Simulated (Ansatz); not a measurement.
## SmBiPt, from a guessed structure to a relaxed one

This structure for SmBiPt is made up. Its elements were placed in a known structure type with a cell scaled to their sizes. What cell does the guess relax to, and how far off was it?

Main program and level: Ansatz 0.2.0; DFT, PBE, plane-wave PAW, default files, scalar-relativistic, ferromagnetic start, cell and ions relaxed at zero pressure, in the first sound run; inputs show where later runs differ.

In doubt: a part-filled 4f shell, where there is one, can sit in one of many states, so energies may not be the lowest and differences between runs may mislead; derivatives with an open 4f shell can jump between states, which bears on forces and vibrations.

**1. The starting structure**

It takes space group P-6m2 (No. 187, hexagonal). Conventional cell: a = 4.440 Å, b = 4.440 Å, c = 4.262 Å, α = 90.00°, β = 90.00°, γ = 120.00°. Nearest to Bi lie 3 Pt at 2.56 Å and 6 Sm at 3.33 Å. Pt has 3 Bi at 2.56 Å and 6 Sm at 3.33 Å nearest. Nearest to Sm lie 6 Bi at 3.33 Å and 6 Pt at 3.33 Å. Farther neighbours are not listed.

**2. Relaxation of the guess**

The guess takes its coordinates from another compound and its volume from a rule, so the cell and any free coordinates are relaxed together.

The input, input.yaml:

```yaml
crystal:
  lattice:
    - [4.44, 0.0, 0.0]
    - [-2.22, 3.845152793, 0.0]
    - [0.0, 0.0, 4.262]
  atoms:
    - { symbol: Bi, position: [0.333333333, 0.666666667, 0.5] }
    - { symbol: Pt, position: [0.0, 0.0, 0.5] }
    - { symbol: Sm, position: [0.666666667, 0.333333333, 0.0], spin: 5.0 }
magnetization:
  spin_polarized: true
kpoints:
  mp_grid: { grid: [7, 7, 6] }
scf:
  occupations: { method: fermi_dirac, width: 0.05 }
hamiltonian:
  xc: pbe
  pseudopotentials: { kind: paw }
relax:
  f_tol: 0.015
  max_steps: 70
  cell: {}
output:
  forces: true
  stress: true
```

Run with:

```sh
ansatz run input.yaml --threads 4 --pin off --max-ram 10240MiB --backend cpu --events-out ev --progress --plain --runs-dir out
```

Numbers of over 12 decimals in the logs are rounded to 6 here.

The log of the run:

```text
Warning: where an SCF of this run starts from atoms to list the orders of its open shells, Sm (site 2, from 0) starts with 5.22 μB on its 4f shell, in the place of the 5.00 μB that the deck gives it: an open f shell starts with all that it can hold by Hund's first rule. To start from spheres of the given moment, type scf.initial_density.shell_occupations: []
Engine: ansatz 0.2.0, x86_64-unknown-linux-gnu
Pseudopotentials: kind: paw
Pseudopotential: Bi, paw, valence charge 15, recommended cutoff 420 eV (normal), Bi.paw.azcp
Pseudopotential: Pt, paw, valence charge 18, recommended cutoff 420 eV (normal), Pt.paw.azcp
Pseudopotential: Sm, paw, valence charge 16, recommended cutoff 420 eV (normal), Sm.paw.azcp
Functional definition: PBE
  parameter kappa = 0.804
  parameter beta = 0.066725
  exchange = pbe_x(kappa = kappa, mu = beta*pi^2/3)
  correlation = pbe_c(beta = beta)
Crystal: 3 atoms, lattice volume = 72.763 Å³
Basis set: ecut = 420 eV, 1425 PW (Γ), exchange–correlation on 60×60×60 points (8 copies of the dense FFT grid, shifted against one another)
Bands: 33, of which v1, the nominal top of the filled ones, is band 25 counted from 1 (24 counted from 0)
Symmetry: 12 space group operations
Space group: P-6m2 (ITA 187), of the structure as read, at distance tolerance 4.2e-5 Å
Magnetic group: BNS 187.209 (UNI 1439), of the structure as read, at distance tolerance 4.2e-5 Å
k-points: 32 of 294 (time reversal used)
Non-local potential: Bi, projectors of the file, l = 0: 2, l = 1: 2, l = 2: 2, l = 3: 2
Non-local potential: Pt, projectors of the file, l = 0: 3, l = 1: 2, l = 2: 2, l = 3: 1
Non-local potential: Sm, projectors of the file, l = 0: 3, l = 1: 2, l = 2: 2, l = 3: 3
PAW form: soft (Blöchl's): semilocal exchange-correlation on the pseudo side does not see the compensation charge
PAW one-centre angular grid: Bi, 590 points (default); XC on 64 Gauss nodes
PAW one-centre angular grid: Pt, 590 points (default); XC on 64 Gauss nodes
PAW one-centre angular grid: Sm, 590 points (default); XC on 64 Gauss nodes
Initial density: superposition of atomic densities (chi_scale 0.1, normalization cell, long waves kept (reshape's long-wave potential 0.00 eV rms))
Starting moments: Σ|m| = 5 μB on 1 of 3 sites
Initial wavefunctions: pseudopotential atomic-orbital guess
Functional: x = pbe(κ = 0.804, μ = 0.219515), c = pbe(β = 0.066725)
SCF iter   1: F=—  HF=-33171.655300 eV  |F-HF|=—  |Δ(HF+E_count)|=         —  Δρ=1.24e-1 (↑1.24e-1 ↓9.36e-2)  dr2=7.11e1  dr2_m=6.38e-1  M=5.824 μB ∫|m|=6.301 μB  β_m=0.30  ethr=3.10e-3  ⟨swp⟩=5.4  Hψ=7591  notcnv=0
Mixer restart at iter 1: flushing history
preconditioner: auto → Kerker (q_TF=auto, 2.554 Å⁻¹)  [metal: Δε(μ)=0.003 eV  Ē_g=13.207 eV  σ=0.050 eV  W_gap=0.01  n_scr=20 (ndim 8)  ℏωp=27.2 eV  f_vac=0.000  D(μ)=15.26/eV (n_scr^D=290)]
spin=Collinear: Kerker preconditioning applied to the charge; magnetization (m = ρ↑ − ρ↓) channel mixes plain (no charge-response kernel on spin).
SCF iter   2: F=—  HF=-33165.848679 eV  |F-HF|=—  |Δ(HF+E_count)|=    5.81e0  Δρ=3.15e-2 (↑3.15e-2 ↓1.81e-2)  dr2=3.29e0  dr2_m=7.91e-2  M=5.648 μB ∫|m|=5.882 μB  β_m=0.33  ethr=3.10e-3  ⟨swp⟩=3.5  Hψ=5040  notcnv=0  defer=101
SCF iter   3: F=—  HF=-33165.771313 eV  |F-HF|=—  |Δ(HF+E_count)|=   7.74e-2  Δρ=1.74e-2 (↑1.74e-2 ↓8.41e-3)  dr2=8.09e-1  dr2_m=2.72e-2  M=5.643 μB ∫|m|=5.877 μB  β_m=0.67  ethr=3.10e-3  ⟨swp⟩=2.9  Hψ=3578  notcnv=0  defer=95
SCF iter   4: F=—  HF=-33165.886072 eV  |F-HF|=—  |Δ(HF+E_count)|=   1.15e-1  Δρ=6.81e-3 (↑6.81e-3 ↓4.33e-3)  dr2=9.37e-2  dr2_m=5.68e-3  M=5.641 μB ∫|m|=5.906 μB  β_m=0.69  ethr=1.65e-3  ⟨swp⟩=3.9  Hψ=5004  notcnv=0  defer=75
SCF iter   5: F=—  HF=-33165.878952 eV  |F-HF|=—  |Δ(HF+E_count)|=   7.12e-3  Δρ=2.32e-3 (↑2.32e-3 ↓1.78e-3)  dr2=1.49e-2  dr2_m=4.93e-4  M=5.647 μB ∫|m|=5.914 μB  β_m=0.73  ethr=1.91e-4  ⟨swp⟩=3.2  Hψ=3655  notcnv=0  defer=52
SCF iter   6: F=—  HF=-33165.881958 eV  |F-HF|=—  |Δ(HF+E_count)|=   3.01e-3  Δρ=2.10e-3 (↑2.10e-3 ↓7.07e-4)  dr2=1.90e-3  dr2_m=6.54e-4  M=5.637 μB ∫|m|=5.903 μB  β_m=0.86  ethr=3.04e-5  ⟨swp⟩=2.2  Hψ=3511  notcnv=0  defer=52
SCF iter   7: F=—  HF=-33165.888832 eV  |F-HF|=—  |Δ(HF+E_count)|=   6.87e-3  Δρ=1.51e-3 (↑1.51e-3 ↓2.90e-4)  dr2=5.28e-4  dr2_m=3.56e-4  M=5.633 μB ∫|m|=5.897 μB  β_m=0.93  ethr=3.88e-6  ⟨swp⟩=2.1  Hψ=3962  notcnv=0  defer=52
SCF iter   8: F=—  HF=-33165.893575 eV  |F-HF|=—  |Δ(HF+E_count)|=   4.74e-3  Δρ=8.55e-4 (↑8.55e-4 ↓1.96e-4)  dr2=3.36e-4  dr2_m=1.46e-4  M=5.623 μB ∫|m|=5.884 μB  β_m=0.97  ethr=1.08e-6  ⟨swp⟩=2.5  Hψ=4013  notcnv=0  defer=52
SCF iter   9: F=—  HF=-33165.893925 eV  |F-HF|=—  |Δ(HF+E_count)|=   3.50e-4  Δρ=3.43e-4 (↑3.43e-4 ↓1.19e-4)  dr2=4.63e-5  dr2_m=1.73e-5  M=5.625 μB ∫|m|=5.886 μB  β_m=0.92  ethr=6.86e-7  ⟨swp⟩=2.0  Hψ=3835  notcnv=0  defer=52
SCF iter  10: F=—  HF=-33165.894128 eV  |F-HF|=—  |Δ(HF+E_count)|=   2.03e-4  Δρ=8.90e-5 (↑8.90e-5 ↓3.00e-5)  dr2=5.51e-6  dr2_m=1.19e-6  M=5.623 μB ∫|m|=5.884 μB  β_m=0.96  ethr=9.44e-8  ⟨swp⟩=2.5  Hψ=3666  notcnv=0  defer=52
SCF iter  11: F=—  HF=-33166.109756 eV  |F-HF|=—  |Δ(HF+E_count)|=         —  Δρ=1.12e-2 (↑1.12e-2 ↓7.67e-5)  dr2=1.03e-2  dr2_m=2.10e-2  M=5.617 μB ∫|m|=5.891 μB  β_m=1.00  ethr=1.12e-8  ⟨swp⟩=2.2  Hψ=3525  notcnv=0  defer=52
Mixer restart at iter 11: flushing history
SCF iter  12: F=—  HF=-33165.885391 eV  |F-HF|=—  |Δ(HF+E_count)|=   2.24e-1  Δρ=7.83e-4 (↑7.83e-4 ↓2.98e-4)  dr2=2.46e-4  dr2_m=8.99e-5  M=5.617 μB ∫|m|=5.893 μB  β_m=0.96  ethr=1.02e-4  ⟨swp⟩=2.5  Hψ=3222  notcnv=0  defer=52
SCF iter  13: F=—  HF=-33165.885825 eV  |F-HF|=—  |Δ(HF+E_count)|=   4.33e-4  Δρ=3.99e-4 (↑3.99e-4 ↓9.52e-5)  dr2=7.91e-5  dr2_m=3.12e-5  M=5.614 μB ∫|m|=5.892 μB  β_m=0.98  ethr=5.01e-7  ⟨swp⟩=2.1  Hψ=3961  notcnv=0  defer=52
SCF iter  14: F=—  HF=-33165.885877 eV  |F-HF|=—  |Δ(HF+E_count)|=         —  Δρ=3.39e-4 (↑3.39e-4 ↓5.54e-5)  dr2=7.53e-5  dr2_m=2.07e-5  M=5.616 μB ∫|m|=5.894 μB  ethr=1.62e-7  ⟨swp⟩=2.0  Hψ=3818  notcnv=0  defer=52
Mixer restart at iter 14: flushing history
SCF iter  15: F=—  HF=-33165.894732 eV  |F-HF|=—  |Δ(HF+E_count)|=         —  Δρ=3.04e-5 (↑3.04e-5 ↓1.37e-5)  dr2=7.54e-7  dr2_m=2.02e-7  M=5.623 μB ∫|m|=5.884 μB  β_m=0.98  ethr=1.12e-8  ⟨swp⟩=4.6  Hψ=4823  notcnv=0  defer=49
SCF iter  16: F=—  HF=-33165.894732 eV  |F-HF|=—  |Δ(HF+E_count)|=   5.68e-7  Δρ=1.54e-5 (↑1.54e-5 ↓6.88e-6)  dr2=1.73e-7  dr2_m=4.37e-8  M=5.623 μB ∫|m|=5.884 μB  β_m=0.99  ethr=1.54e-9  ⟨swp⟩=2.0  Hψ=3910  notcnv=0  defer=49
[...]
SCF iter   8: F=—  HF=-33166.368961 eV  |F-HF|=—  |Δ(HF+E_count)|=   5.62e-9  Δρ=7.10e-6 (↑7.10e-6 ↓2.35e-6)  dr2=8.86e-8  dr2_m=8.08e-9  M=5.695 μB ∫|m|=5.876 μB  β_m=0.91  ethr=2.86e-10  ⟨swp⟩=2.0  Hψ=3324  notcnv=0
SCF iter   9: F=—  HF=-33166.368961 eV  |F-HF|=—  |Δ(HF+E_count)|=   4.04e-8  Δρ=3.85e-6 (↑3.85e-6 ↓1.09e-6)  dr2=2.50e-8  dr2_m=2.37e-9  M=5.695 μB ∫|m|=5.876 μB  β_m=0.95  ethr=1.81e-10  ⟨swp⟩=2.0  Hψ=3452  notcnv=0
SCF iter  10: F=-33166.368961 eV  HF=-33166.368961 eV  |F-HF|=2.69e-8  |Δ(HF+E_count)|=   5.65e-9  Δρ=5.14e-6 (↑5.14e-6 ↓5.90e-7)  dr2=2.74e-8  dr2_m=4.63e-9  M=5.695 μB ∫|m|=5.876 μB  ethr=5.10e-11  ⟨swp⟩=2.9  Hψ=8355  notcnv=0
SCF 3 converged in 10 iterations: F = -33166.368961 eV  dr2 = 2.74e-8
relax step   3: F+E_penalty+E_count = -33166.36896146 eV  Δ(F+E_penalty+E_count) = -3.029e-2 eV  max|allowed force component| = 4.626e-17 eV/Å  Δτ_max = 0.0000 Å  P = +0.325 GPa  Ω = 80.758 Å³  energy of the carried Pulay correction = -3.397e-3 eV  (10 SCF iters, dr2 threshold 3.00e-7 eV, accepted)
[...]
relax step   4: F+E_penalty+E_count = -33166.38538317 eV  Δ(F+E_penalty+E_count) = -1.642e-2 eV  max|allowed force component| = 1.789e-16 eV/Å  Δτ_max = 0.0000 Å  P = -0.289 GPa  Ω = 79.956 Å³  energy of the carried Pulay correction = -3.202e-3 eV  (11 SCF iters, dr2 threshold 3.00e-7 eV, accepted)
[...]
relax step   5: F+E_penalty+E_count = -33166.38684816 eV  Δ(F+E_penalty+E_count) = -1.465e-3 eV  max|allowed force component| = 1.249e-16 eV/Å  Δτ_max = 0.0000 Å  P = -0.140 GPa  Ω = 79.231 Å³  energy of the carried Pulay correction = -2.963e-3 eV  (10 SCF iters, dr2 threshold 3.00e-7 eV, accepted)
[...]
relax step   6: F+E_penalty+E_count = -33166.38701097 eV  Δ(F+E_penalty+E_count) = -1.628e-4 eV  max|allowed force component| = 3.223e-16 eV/Å  Δτ_max = 0.0000 Å  P = +0.034 GPa  Ω = 79.126 Å³  energy of the carried Pulay correction = -2.915e-3 eV  (8 SCF iters, dr2 threshold 1.07e-7 eV, accepted)
[...]
relax step   7: F+E_penalty+E_count = -33166.38945039 eV  Δ(F+E_penalty+E_count) = -2.439e-3 eV  max|allowed force component| = 3.593e-16 eV/Å  Δτ_max = 0.0000 Å  P = +0.040 GPa  Ω = 79.126 Å³  stress off target by 5.45e-2 GPa  SCF on the basis re-selected at this cell (its energy is not comparable with the rows above)  (12 SCF iters)
[...]
relax step   8: F+E_penalty+E_count = -33166.38944585 eV  Δ(F+E_penalty+E_count) = +4.544e-6 eV  max|allowed force component| = 5.505e-16 eV/Å  Δτ_max = 0.0000 Å  P = +0.001 GPa  Ω = 79.157 Å³  energy of the carried Pulay correction = -1.148e-5 eV  (8 SCF iters, dr2 threshold 7.41e-9 eV, accepted)
iter 1 solved again at ethr=7.00e-8 eV; its pass at ethr=3.10e-3 eV (dr2=3.43e-5 eV) is discarded
SCF iter   1: F=—  HF=-33166.389458 eV  |F-HF|=—  |Δ(HF+E_count)|=         —  Δρ=6.02e-7 (↑6.02e-7 ↓5.16e-7)  dr2=2.05e-10  dr2_m=4.82e-11  M=5.703 μB ∫|m|=5.872 μB  β_m=0.65  ethr=7.00e-8  ⟨swp⟩=4.3  Hψ=15037  notcnv=0
eigensolver tolerance schedule: the retry pair's looser diagonalisation over-reported the residual by 167389.70 of it (diagonalisation noise at an unbounded share of the residual, at the tolerance the schedule requests for it); recorded, not acted on — ethr = c·dr2/N_el stays at c = 1.0e-1
spin=Collinear: Kerker preconditioning applied to the charge; magnetization (m = ρ↑ − ρ↓) channel mixes plain (no charge-response kernel on spin).
SCF iter   2: F=—  HF=-33166.389459 eV  |F-HF|=—  |Δ(HF+E_count)|=   9.35e-7  Δρ=3.57e-7 (↑3.57e-7 ↓2.70e-7)  dr2=2.14e-10  dr2_m=7.64e-12  M=5.703 μB ∫|m|=5.872 μB  β_m=0.62  ethr=1.00e-12  ⟨swp⟩=4.3  Hψ=6631  notcnv=0
SCF iter   3: F=—  HF=-33166.389459 eV  |F-HF|=—  |Δ(HF+E_count)|=    0.00e0  Δρ=2.12e-7 (↑2.12e-7 ↓1.19e-7)  dr2=6.45e-11  dr2_m=4.90e-12  M=5.703 μB ∫|m|=5.872 μB  β_m=0.72  ethr=1.00e-12  ⟨swp⟩=2.0  Hψ=2254  notcnv=0
SCF iter   4: F=—  HF=-33166.389459 eV  |F-HF|=—  |Δ(HF+E_count)|=  7.28e-12  Δρ=5.57e-8 (↑5.57e-8 ↓3.61e-8)  dr2=6.11e-12  dr2_m=5.31e-13  M=5.703 μB ∫|m|=5.872 μB  β_m=0.81  ethr=1.00e-12  ⟨swp⟩=1.2  Hψ=2127  notcnv=0
SCF iter   5: F=—  HF=-33166.389459 eV  |F-HF|=—  |Δ(HF+E_count)|=  7.28e-12  Δρ=4.45e-8 (↑4.45e-8 ↓1.74e-8)  dr2=3.31e-12  dr2_m=3.02e-13  M=5.703 μB ∫|m|=5.872 μB  β_m=0.76  ethr=1.00e-12  ⟨swp⟩=1.0  Hψ=2112  notcnv=0
SCF iter   6: F=—  HF=-33166.389459 eV  |F-HF|=—  |Δ(HF+E_count)|=  7.28e-12  Δρ=3.30e-8 (↑3.30e-8 ↓1.21e-8)  dr2=8.46e-13  dr2_m=1.74e-13  M=5.703 μB ∫|m|=5.872 μB  β_m=0.88  ethr=1.00e-12  ⟨swp⟩=1.0  Hψ=2112  notcnv=0
SCF iter   7: F=-33166.389459 eV  HF=-33166.389459 eV  |F-HF|=2.91e-11  |Δ(HF+E_count)|=  1.46e-11  Δρ=1.72e-7 (↑1.72e-7 ↓1.78e-8)  dr2=2.79e-11  dr2_m=5.32e-12  M=5.703 μB ∫|m|=5.872 μB  ethr=1.00e-12  ⟨swp⟩=3.9  Hψ=8138  notcnv=0
SCF 9 converged in 7 iterations: F = -33166.389459 eV  dr2 = 2.79e-11
relax step   9: F+E_penalty+E_count = -33166.38945903 eV  Δ(F+E_penalty+E_count) = -1.318e-5 eV  max|allowed force component| = 6.615e-16 eV/Å  Δτ_max = 0.0000 Å  P = +0.001 GPa  Ω = 79.157 Å³  stress off target by 1.72e-3 GPa  SCF on the basis re-selected at this cell (its energy is not comparable with the rows above)  (7 SCF iters)
basis re-selected at this cell: Δ(F+E_penalty+E_count) = -1.318e-5 eV, ΔP = -0.000 GPa vs the last step (what re-selecting the basis moved, of the pressure what is left beyond the Pulay correction that the steps carried, after the strain that the cell walked since its last selection, with what the two solves' SCF thresholds leave and, on support functions, any second-order correction that the steps lacked; it is no m [...]
SCF converged after 7 iterations
Magnetization: 5.7032 μB (27.3516 up, 21.6484 down)
Absolute magnetization: 5.8727 μB (∫|ρ↑−ρ↓|, with the PAW one-centre terms)
Spin contamination: 0.0977 ħ² per cell (⟨S²⟩ above its minimum at these occupations)
Per-site moments (μB) at R_I (Å): [(-0.017214, 1.134743), (-0.053698, 1.134743), (5.656641, 1.406125)]
Free energy (F): -33166.389459 eV
Harris-Foulkes:  -33166.389459 eV  (|F-HF|=2.91e-11)
Internal energy: -33166.298276 eV  (E = F + TS)
E sigma→0 (E₀):  -33166.343867 eV
Entropy (-TS):   -0.091183 eV (-30.394 meV/atom)
Fermi energy:    13.836322 eV
--- Per-component energies (eV) ---
  E_band       = -310.205178
  E_kinetic    = 1276.652498
  E_local      = -5014.518478  (includes V_loc(G=0)·N_el)
  E_nonlocal   = 1162.671688
  E_hartree    = 1849.259588
  E_xc         = -588.755162
  E_vxc        = -639.108318  (∫ρ·V_xc dr)
  E_paw        = -26346.095218  (= ΣΔE_a)
  E_vpaw       = -794.421629  (= ΣTr[D̂ρ^β])
  E_aug_tail   = -0.000244  (compensation charges beyond the density's cutoff)
  E_ewald      = -5505.512948
  E_smearing   = -0.091183  (= −TS)
  E_closure    = -0.000000  (closes the sum)
  Σ components = -33166.389459   (vs F -33166.389459, Δ=0.00e0)
--- Forces (eV/Å), atoms counted from 1 ---
  atom   1  Bi     0.00000000     0.00000000     0.00000000
  atom   2  Pt     0.00000000    -0.00000000    -0.00000000
  atom   3  Sm    -0.00000000     0.00000000     0.00000000
  max |Σ_I F_I| component: 4.58e-16 eV/Å
--- Stress (GPa, compression-positive) ---
        0.001716      -0.000000       0.000000
        0.000000       0.001716       0.000000
        0.000000       0.000000      -0.000565
  P = ⅓ Tr σ = 0.0010 GPa (0.010 kbar)
--- Relaxed structure (7 steps of the walk, 7 accepted, 2 SCFs on fresh bases) ---
  F+E_penalty+E_count = -33166.38945903 eV   max|allowed force component| = 6.615e-16 eV/Å   (the final SCF, on the basis selected at the relaxed cell)
  cell:  # Å, volume = 79.1566 Å³
    - [4.764683, 0, 0.0]
    - [-2.382342, 4.126337, 0.0]
    - [0.0, 0.0, 4.026133]
  atoms:
    - { symbol: Bi, position: [0.333333, 0.666667, 0.500000] }
    - { symbol: Pt, position: [0, 0, 0.500000] }
    - { symbol: Sm, position: [0.666667, 0.333333, 0.0] }
```

Wall time 45 s (4 threads of Intel Xeon Platinum 8488C (Sapphire Rapids), shared host); peak memory 0.58 GiB; 2.8 min of CPU time.

The steps of the relaxation:

```csv
step,energy less that of the first step (eV),largest force component (eV/Å),pressure (GPa),volume (Å³)
1,0.0000,0.0000,13.35,72.76
2,-0.4439,0.0000,1.57,80.43
3,-0.4742,0.0000,0.33,80.76
4,-0.4906,0.0000,-0.29,79.96
5,-0.4921,0.0000,-0.14,79.23
6,-0.4923,0.0000,0.03,79.13
7*,-0.4947,0.0000,0.04,79.13
8,-0.4947,0.0000,0.00,79.16
9*,-0.4947,0.0000,0.00,79.16
```

Relaxation steps marked * repeat the geometry before them on a plane-wave basis chosen anew for their cell, so energy and pressure can jump there.

The run keeps the 12 symmetry operations that it works with, so distortions that break them were not tested.

```csv
"conventional cell, symmetrised",before,after,change
a (Å),4.440,4.765,+7.3 %
b (Å),4.440,4.765,+7.3 %
c (Å),4.262,4.026,-5.5 %
volume (Å³/atom),24.25,26.39,+8.8 %
```

Final coordinates:

```xyz
3
Lattice="4.7647 0.0000 0.0000 -2.3823 4.1263 0.0000 0.0000 0.0000 4.0261" Properties=species:S:1:pos:R:3 pbc="T T T"
Bi    0.0000    2.7509    2.0131
Pt    0.0000    0.0000    2.0131
Sm    2.3823    1.3754    0.0000
```

This step gave:

```yaml
free_energy: -33166.3895 eV
energy_at_zero_smearing: -33166.3439 eV
smearing_term_ts: 0.09118 eV
fermi_energy: 13.84 eV
magnetization: 5.703 μB
absolute_magnetization: 5.873 μB
site_moments: -0.01721, -0.05370, 5.657 μB
electrons: 49
symmetry_operations: 12
pressure: 9.55e-4 GPa
```

Site moment by atom:

```csv
atom,site moment (μB)
Bi1,-0.02
Pt2,-0.05
Sm3,5.66
```

Shortest distances by pair of elements, guess and relaxed (not always the same contact):

```csv
pair,guess (Å),relaxed (Å)
Bi–Pt,2.563,2.751
Bi–Sm,3.334,3.409
Pt–Sm,3.334,3.409
Bi–Bi,4.262,4.026
Pt–Pt,4.262,4.026
```

The relaxation ends with a pressure of 0.00 GPa.

(Part 1 of 2 ends here.)

[Logs are printed without paths, hosts, clocks, repeated set-up lines and the standing remarks that a program may print on its own settings, such as how far it seeks lower states.]

[Hosts, paths, dates, database ids (printed as entryN), source tags and the programs' standing remarks are cut or masked in the printed files.]
